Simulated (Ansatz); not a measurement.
**CO2 (Pa-3): bands and screening cutoff converge together**

Can the band sum of G0W0 be converged at a fixed screening cutoff? A test on CO2 (Pa-3).

Calculated with Ansatz 0.2.0; G0W0 on PBE, plane waves, PAW; PAW set soft_1.

## (1) The structure

The structure is cubic, space group Pa-3 (No. 205). The conventional cell has a = 5.497 Å, b = 5.497 Å, c = 5.497 Å, α = 90.00°, β = 90.00°, γ = 90.00°. Nearest to C lie 2 O at 1.17 Å. O has 1 C at 1.17 Å nearest. Farther neighbours and most contacts between anions are not listed.

The cell and positions are those that the Materials Project relaxed with its own functionals (PBE, PBE+U or r2SCAN), kept fixed.

## (2) 133 empty bands, screening to 50 eV

G0W0 replaces the xc potential by the self-energy, built once from these orbitals. Only a window of levels is corrected, while the sums run over the empty bands that the input names. This step takes PAW set soft_1 files.

input.yaml

```yaml
crystal:
  lattice:
    - [5.49707328, 0.0, 0.0]
    - [0.0, 5.49707328, 0.0]
    - [0.0, 0.0, 5.49707328]
  atoms:
    - { symbol: C, position: [0.0, 0.0, 0.0] }
    - { symbol: C, position: [0.5, 0.0, 0.5] }
    - { symbol: C, position: [0.5, 0.5, 0.0] }
    - { symbol: C, position: [0.0, 0.5, 0.5] }
    - { symbol: O, position: [0.12253698, 0.12253698, 0.12253698] }
    - { symbol: O, position: [0.37746302, 0.87746302, 0.62253698] }
    - { symbol: O, position: [0.62253698, 0.37746302, 0.87746302] }
    - { symbol: O, position: [0.87746302, 0.62253698, 0.37746302] }
    - { symbol: O, position: [0.87746302, 0.87746302, 0.87746302] }
    - { symbol: O, position: [0.62253698, 0.12253698, 0.37746302] }
    - { symbol: O, position: [0.37746302, 0.62253698, 0.12253698] }
    - { symbol: O, position: [0.12253698, 0.37746302, 0.62253698] }
kpoints:
  mp_grid: { grid: [2, 2, 2] }
hamiltonian:
  xc: pbe
  pseudopotentials: { kind: paw, azcp: { folder: soft_1 } }
scf:
  occupations: { method: fixed }
gw:
  n_empty_bands: 133
  ecut_chi: 50
  qp_bands: [v4, c4]
  qp_kpoints: band_edges
  screening: { model: contour_deformation }
```

Command:

```
$ ansatz run input.yaml --threads 4 --pin off --max-ram 138240MiB --backend cuda --events-out ev --progress --plain --runs-dir out --devices 1 --max-vram 26GiB
```

Numbers of over 12 decimals in the logs are rounded to 6 here.

What it wrote:

```text
GPUs: using 1 of 1 available (devices: 1).
Engine: ansatz 0.2.0, x86_64-unknown-linux-gnu
Pseudopotentials: kind: paw
Pseudopotential: C, paw, valence charge 4, recommended cutoff 420 eV (normal), soft_1/C.paw.azcp
Pseudopotential: O, paw, valence charge 6, recommended cutoff 420 eV (normal), soft_1/O.paw.azcp
Functional definition: PBE
  parameter kappa = 0.804
  parameter beta = 0.066725
  exchange = pbe_x(kappa = kappa, mu = beta*pi^2/3)
  correlation = pbe_c(beta = beta)
device memory: the entry about to start is reckoned to put 3.1 GiB on a device that reports 60.3 GiB free (of which the cap on the GPU budget leaves the run 26.0 GiB)
GPU FFT provider: cuFFT
GPU libraries: cuBLAS 13.8.2, cuFFT 12.4.0, cuSOLVER 12.3.4
Crystal: 12 atoms, lattice volume = 166.110 Å³
Basis set: ecut = 420 eV, 3239 PW (Γ)
Bands: 44, of which v1, the nominal top of the filled ones, is band 32 counted from 1 (31 counted from 0)
Symmetry: 24 space group operations
Space group: Pa-3 (ITA 205), of the structure as read, at distance tolerance 5.5e-5 Å
k-points: 4 of 8
Non-local potential: C, projectors of the file, l = 0: 2, l = 1: 2, l = 2: 1
Non-local potential: O, projectors of the file, l = 0: 2, l = 1: 2, l = 2: 1
PAW form: soft (Blöchl's): semilocal exchange-correlation on the pseudo side does not see the compensation charge
PAW one-centre angular grid: C, 110 points (default); XC on 64 Gauss nodes
PAW one-centre angular grid: O, 110 points (default); XC on 64 Gauss nodes
Initial density: superposition of atomic densities (chi_scale 0.1, normalization cell, long waves kept (reshape's long-wave potential 0.02 eV rms))
Initial wavefunctions: pseudopotential atomic-orbital guess
GPU buffer pool allocated for 64000 grid points (all kernels)
GPU transforms: local potential and band sums: pruned to the plane-wave sphere, on 40×40×40
Functional: x = pbe(κ = 0.804, μ = 0.219515), c = pbe(β = 0.066725)
SCF iter   1: F=—  HF=-5543.038948 eV  |F-HF|=—  |Δ(HF+E_count)|=         —  Δρ=1.00e-1  dr2=1.20e1  ethr=3.10e-3  ⟨swp⟩=4.2  Hψ=617  notcnv=0  defer=21
preconditioner: auto → Resta (q_TF=auto, 2.327 Å⁻¹)  ε∞=2.9  [insulator: Δε(μ)=7.892 eV  Ē_g=16.635 eV  n_scr=32 (ndim 8)  ℏωp=23.0 eV  f_vac=0.064  ε∞_Penn≈2.9]
SCF iter   2: F=—  HF=-5539.931956 eV  |F-HF|=—  |Δ(HF+E_count)|=    3.11e0  Δρ=4.22e-2  dr2=1.60e0  ethr=3.10e-3  ⟨swp⟩=3.0  Hψ=378  notcnv=0  defer=27
SCF iter   3: F=—  HF=-5539.569099 eV  |F-HF|=—  |Δ(HF+E_count)|=   3.63e-1  Δρ=1.69e-2  dr2=3.48e-1  ethr=2.50e-3  ⟨swp⟩=2.2  Hψ=273  notcnv=0  defer=26
SCF iter   4: F=—  HF=-5539.514932 eV  |F-HF|=—  |Δ(HF+E_count)|=   5.42e-2  Δρ=4.24e-3  dr2=1.35e-2  ethr=5.43e-4  ⟨swp⟩=2.2  Hψ=302  notcnv=0  defer=34
SCF iter   5: F=—  HF=-5539.521513 eV  |F-HF|=—  |Δ(HF+E_count)|=   6.58e-3  Δρ=5.36e-4  dr2=4.92e-4  ethr=2.11e-5  ⟨swp⟩=2.5  Hψ=275  notcnv=0  defer=36
SCF iter   6: F=—  HF=-5539.521749 eV  |F-HF|=—  |Δ(HF+E_count)|=   2.35e-4  Δρ=2.13e-4  dr2=4.97e-5  ethr=7.68e-7  ⟨swp⟩=2.0  Hψ=295  notcnv=0  defer=34
SCF iter   7: F=—  HF=-5539.521743 eV  |F-HF|=—  |Δ(HF+E_count)|=   5.63e-6  Δρ=4.16e-5  dr2=2.00e-6  ethr=7.77e-8  ⟨swp⟩=2.0  Hψ=261  notcnv=0  defer=23
SCF iter   8: F=-5539.521743 eV  HF=-5539.521743 eV  |F-HF|=4.72e-9  |Δ(HF+E_count)|=   1.37e-7  Δρ=5.57e-6  dr2=3.36e-8  ethr=1.56e-10  ⟨swp⟩=9.2  Hψ=870  notcnv=0
SCF 1 converged in 8 iterations: F = -5539.521743 eV  dr2 = 3.36e-8
[...]
device memory: the entry about to start is reckoned to put 4.0 GiB on a device that reports 60.3 GiB free (of which the cap on the GPU budget leaves the run 26.0 GiB)
NSCF: frozen V_eff on 4 k-points
[...]
device memory: the entry about to start is reckoned to put 5.2 GiB on a device that reports 60.3 GiB free (of which the cap on the GPU budget leaves the run 26.0 GiB)
NSCF: frozen V_eff on 4 k-points
G₀W₀ screening: q 1/4
[... further progress lines ...]
SCF converged after 8 iterations
Free energy (F): -5539.521743 eV
Harris-Foulkes:  -5539.521743 eV  (|F-HF|=4.72e-9)
Internal energy: -5539.521743 eV  (E = F + TS)
E sigma→0 (E₀):  -5539.521743 eV
Fermi energy:    -1.652434 eV
--- Per-component energies (eV) ---
  E_band       = -568.666331
  E_kinetic    = 1681.072949
  E_local      = -4595.341505  (includes V_loc(G=0)·N_el)
  E_nonlocal   = 519.619979
  E_hartree    = 1573.012233
  E_xc         = -744.552333
  E_vxc        = -939.597522  (∫ρ·V_xc dr)
  E_paw        = -1703.663353  (= ΣΔE_a)
  E_vpaw       = -380.462503  (= ΣTr[D̂ρ^β])
  E_aug_tail   = 0.006180  (compensation charges beyond the density's cutoff)
  E_ewald      = -2269.675893
  E_smearing   = -0.000000  (= −TS)
  E_closure    = -0.000000  (closes the sum)
  Σ components = -5539.521743   (vs F -5539.521743, Δ=0.00e0)
--- Band table (eV) ---
  k-point 0: bands = [... 28 lower, -1.8780, -1.8780, -1.6524, -1.6524, 5.2187, 6.3073, 6.3073, 6.3073, ... 8 higher]
  k-point 1: bands = [... 28 lower, -1.9944, -1.9944, -1.7345, -1.7345, 6.2460, 6.2460, 6.5003, 6.5003, ... 8 higher]
  k-point 2: bands = [... 28 lower, -1.9627, -1.9627, -1.9627, -1.9627, 6.2455, 6.2455, 6.2455, 6.2455, ... 8 higher]
  k-point 3: bands = [... 28 lower, -2.0138, -2.0138, -2.0138, -2.0138, 6.2345, 6.2345, 6.2345, 6.2345, ... 8 higher]
--- G₀W₀: contour deformation, 5 samples at zero and on the imaginary axis and 0 off it, 8 q-points, 133 empty bands' worth ---
  eigenvalues of the whole cell's RPA ε∞ on this k-mesh (on a slab, of 1 + 4πα/V) = 1.9536, 1.9536, 1.9536; static W/v taken at q = 0 is 0.511871
  bands read: the sum over 165 bands ends inside a degenerate multiplet in 4 slots, whose members it reads at an even weight; the widest, k=2: bands 165 to 168 (counted from 1) at 1/4 each
  gw.qp_kpoints: band_edges: 4 of 4 stored k-points solved, in 1 pass; an edge of the gap read off the rows below is read off those points alone
    ik  band        ε_KS         Σx   Σc(E_QP)       V_xc       Z   E_QP_lin       E_QP  E_QP is
     0    29     -1.8780   -25.8760     3.5529   -20.4142  0.8290    -3.8147    -3.7868  root
     0    30     -1.8780   -25.8760     3.5529   -20.4142  0.8290    -3.8147    -3.7868  root
     0    31     -1.6524   -26.2247     3.5400   -20.8407  0.8293    -3.5216    -3.4963  root
     0    32     -1.6524   -26.2247     3.5400   -20.8407  0.8293    -3.5216    -3.4963  root
     0    33      5.2187    -6.4686    -3.1453   -11.2590  0.8835     6.8781     6.8638  root
     0    34      6.3073   -11.0059    -2.8557   -17.3055  0.8531     9.8285     9.7512  root
     0    35      6.3073   -11.0059    -2.8557   -17.3055  0.8531     9.8285     9.7512  root
     0    36      6.3073   -11.0059    -2.8557   -17.3055  0.8531     9.8285     9.7512  root
     1    29     -1.9944   -25.7370     3.5691   -20.2305  0.8287    -3.9609    -3.9317  root
     1    30     -1.9944   -25.7370     3.5691   -20.2305  0.8287    -3.9609    -3.9317  root
     1    31     -1.7345   -26.1261     3.5503   -20.7126  0.8291    -3.6239    -3.5977  root
     1    32     -1.7345   -26.1261     3.5503   -20.7126  0.8291    -3.6239    -3.5977  root
     1    33      6.2460   -10.3299    -2.9087   -16.5599  0.8563     9.6376     9.5673  root
     1    34      6.2460   -10.3299    -2.9087   -16.5599  0.8563     9.6376     9.5673  root
[...]
3    32     -2.0138   -25.6066     3.5539   -20.1052  0.8291    -3.9909    -3.9613  root
     3    33      6.2345   -10.8974    -2.8399   -17.1563  0.8537     9.7287     9.6535  root
     3    34      6.2345   -10.8974    -2.8399   -17.1563  0.8537     9.7287     9.6535  root
     3    35      6.2345   -10.8974    -2.8399   -17.1563  0.8537     9.7287     9.6535  root
     3    36      6.2345   -10.8974    -2.8399   -17.1563  0.8537     9.7287     9.6535  root
```

Wall time 6.1 s (1 × NVIDIA H100 80GB HBM3 (shared by 3 runs) with 4 threads of AMD EPYC 7R13 (Zen 3), shared host); peak memory 1 GiB; 6.2 s of CPU time.

Numbers from this step:

* bands summed: 165
* RPA ε∞ on this mesh (eigenvalues): 1.954, 1.954, 1.954
* plane waves in the screening matrix: 147
* q-points in the mesh: 8
* G0W0 gap on the mesh: 10.36 eV
* k of the valence top: 0, 0, 0
* k of the conduction bottom: 0, 0, 0
* starting gap on the mesh: 6.871 eV
* Z at the valence top: 0.8293
* Z at the conduction bottom: 0.8835
* least direct G0W0 gap on the computed points: 10.36 eV

The gap on the mesh goes from 6.87 eV to 10.36 eV, a correction of +3.49 eV. Between the two edge states, bare exchange in place of the xc potential would open the gap by 10.17 eV, and correlation takes back 6.69 eV.

## (3) 692 empty bands, screening to 50 eV

Changes to input.yaml since step 2:

```diff
@@ -26,3 +26,3 @@
 gw:
-  n_empty_bands: 133
+  n_empty_bands: 692
   ecut_chi: 50
```

What it wrote:

```text
GPUs: using 1 of 1 available (devices: 1).
[...]
GPU FFT provider: cuFFT
GPU libraries: cuBLAS 13.8.2, cuFFT 12.4.0, cuSOLVER 12.3.4
Crystal: 12 atoms, lattice volume = 166.110 Å³
Basis set: ecut = 420 eV, 3239 PW (Γ)
Bands: 44, of which v1, the nominal top of the filled ones, is band 32 counted from 1 (31 counted from 0)
Symmetry: 24 space group operations
[...]
k-points: 4 of 8
[...]
0    36      6.3073   -11.0059    -3.1641   -17.3055  0.8524     9.5046     9.4428  root
[...]
3    33      6.2345   -10.8974    -3.1470   -17.1563  0.8530     9.4065     9.3465  root
     3    34      6.2345   -10.8974    -3.1470   -17.1563  0.8530     9.4065     9.3465  root
     3    35      6.2345   -10.8974    -3.1470   -17.1563  0.8530     9.4065     9.3465  root
     3    36      6.2345   -10.8974    -3.1470   -17.1563  0.8530     9.4065     9.3465  root
[key lines of the parts left out:]
SCF converged after 8 iterations
Free energy (F): -5539.521743 eV
Fermi energy:    -1.652434 eV
```

It took 7.1 s on 1 × NVIDIA H100 80GB HBM3 (shared by 3 runs) with 4 threads; peak memory 1.3 GiB.

This step gave:

| Item | Value |
| --- | --- |
| bands summed | 724 |
| RPA ε∞ on this mesh (eigenvalues) | 1.959, 1.959, 1.959 |
| plane waves in the screening matrix | 147 |
| G0W0 gap on the mesh | 10.27 eV |
| k of the valence top | 0, 0, 0 |
| k of the conduction bottom | 0, 0, 0 |
| starting gap on the mesh | 6.871 eV |
| least direct G0W0 gap on the computed points | 10.27 eV |

Against the run with 2×2×2 mesh, 133 empty bands, screening to 50 eV, PAW set soft_1 files, the gap moves by −0.09 eV.

## (4) 377 empty bands, screening to 100 eV

Another rung: the empty bands reach about as high as the screening cutoff, so the two stay in balance.

Changes to input.yaml since step 3:

```diff
@@ -26,4 +26,4 @@
 gw:
-  n_empty_bands: 692
-  ecut_chi: 50
+  n_empty_bands: 377
+  ecut_chi: 100
   qp_bands: [v4, c4]
```

What it wrote:

```text
GPUs: using 1 of 1 available (devices: 1).
[...]
GPU FFT provider: cuFFT
GPU libraries: cuBLAS 13.8.2, cuFFT 12.4.0, cuSOLVER 12.3.4
Crystal: 12 atoms, lattice volume = 166.110 Å³
Basis set: ecut = 420 eV, 3239 PW (Γ)
Bands: 44, of which v1, the nominal top of the filled ones, is band 32 counted from 1 (31 counted from 0)
Symmetry: 24 space group operations
[...]
k-points: 4 of 8
[...]
0    36      6.3073   -11.0059    -3.2010   -17.3055  0.8422     9.4652     9.4059  root
[...]
3    33      6.2345   -10.8974    -3.1843   -17.1563  0.8429     9.3668     9.3091  root
     3    34      6.2345   -10.8974    -3.1843   -17.1563  0.8429     9.3668     9.3091  root
     3    35      6.2345   -10.8974    -3.1843   -17.1563  0.8429     9.3668     9.3091  root
     3    36      6.2345   -10.8974    -3.1843   -17.1563  0.8429     9.3668     9.3091  root
[key lines of the parts left out:]
SCF converged after 8 iterations
Free energy (F): -5539.521743 eV
Fermi energy:    -1.652434 eV
```

Run time: 8.1 s. Hardware: 1 × NVIDIA H100 80GB HBM3 (shared by 3 runs) with 4 threads; peak memory 1.1 GiB; 8.7 s of CPU time.

The G0W0 gap on the mesh is 10.419 eV.

## (5) 1959 empty bands, screening to 100 eV

Changes to input.yaml since step 4:

```diff
@@ -26,3 +26,3 @@
 gw:
-  n_empty_bands: 377
+  n_empty_bands: 1959
   ecut_chi: 100
```

What it wrote:

```text
GPUs: using 1 of 1 available (devices: 1).
[...]
GPU FFT provider: cuFFT
GPU libraries: cuBLAS 13.8.2, cuFFT 12.4.0, cuSOLVER 12.3.4
Crystal: 12 atoms, lattice volume = 166.110 Å³
Basis set: ecut = 420 eV, 3239 PW (Γ)
Bands: 44, of which v1, the nominal top of the filled ones, is band 32 counted from 1 (31 counted from 0)
Symmetry: 24 space group operations
[...]
k-points: 4 of 8
[...]
0    36      6.3073   -11.0059    -3.3763   -17.3055  0.8417     9.2829     9.2306  root
[...]
3    33      6.2345   -10.8974    -3.3584   -17.1563  0.8425     9.1859     9.1351  root
     3    34      6.2345   -10.8974    -3.3584   -17.1563  0.8425     9.1859     9.1351  root
     3    35      6.2345   -10.8974    -3.3584   -17.1563  0.8425     9.1859     9.1351  root
     3    36      6.2345   -10.8974    -3.3584   -17.1563  0.8425     9.1859     9.1351  root
[key lines of the parts left out:]
SCF converged after 8 iterations
Free energy (F): -5539.521743 eV
Fermi energy:    -1.652434 eV
```

The job ended after 40 s (1 × NVIDIA H100 80GB HBM3 (shared by 3 runs) with 4 threads; peak memory 2.5 GiB; 1.7 min of CPU time).

The G0W0 gap on the mesh is 10.438 eV.

## (6) 133 empty bands, screening to 150 eV

Changes to input.yaml since step 5:

```diff
@@ -26,4 +26,4 @@
 gw:
-  n_empty_bands: 1959
-  ecut_chi: 100
+  n_empty_bands: 133
+  ecut_chi: 150
   qp_bands: [v4, c4]
```

What it wrote:

```text
GPUs: using 1 of 1 available (devices: 1).
[...]
GPU FFT provider: cuFFT
GPU libraries: cuBLAS 13.8.2, cuFFT 12.4.0, cuSOLVER 12.3.4
Crystal: 12 atoms, lattice volume = 166.110 Å³
Basis set: ecut = 420 eV, 3239 PW (Γ)
Bands: 44, of which v1, the nominal top of the filled ones, is band 32 counted from 1 (31 counted from 0)
Symmetry: 24 space group operations
[...]
k-points: 4 of 8
[...]
0    36      6.3073   -11.0059    -2.8235   -17.3055  0.8406     9.8612     9.7834  root
[...]
3    33      6.2345   -10.8974    -2.8077   -17.1563  0.8414     9.7613     9.6857  root
     3    34      6.2345   -10.8974    -2.8077   -17.1563  0.8414     9.7613     9.6857  root
     3    35      6.2345   -10.8974    -2.8077   -17.1563  0.8414     9.7613     9.6857  root
     3    36      6.2345   -10.8974    -2.8077   -17.1563  0.8414     9.7613     9.6857  root
[key lines of the parts left out:]
SCF converged after 8 iterations
Free energy (F): -5539.521743 eV
Fermi energy:    -1.652434 eV
```

Run time: 5.3 s. Hardware: 1 × NVIDIA H100 80GB HBM3 (shared by 3 runs) with 4 threads; peak memory 1.1 GiB.

The G0W0 gap on the mesh is 10.378 eV.

(Part 1 of 2 ends here.)

[Paths, hosts, dates, memory and timing lines, banners, echoed tables and standing remarks are left out of the program output.]

[Logs are printed without paths, hosts, clocks, repeated set-up lines and the standing remarks that a program may print on its own settings, such as how far it seeks lower states.]

[Runs of the session that timed out or met a known fault of the program may be left out.]

[Cells called generated may have been cut or substituted from an entry of the Crystallography Open Database or the Materials Project.]

[Hosts, paths, dates, database ids (printed as entryN), source tags and the programs' standing remarks are cut or masked in the printed files.]
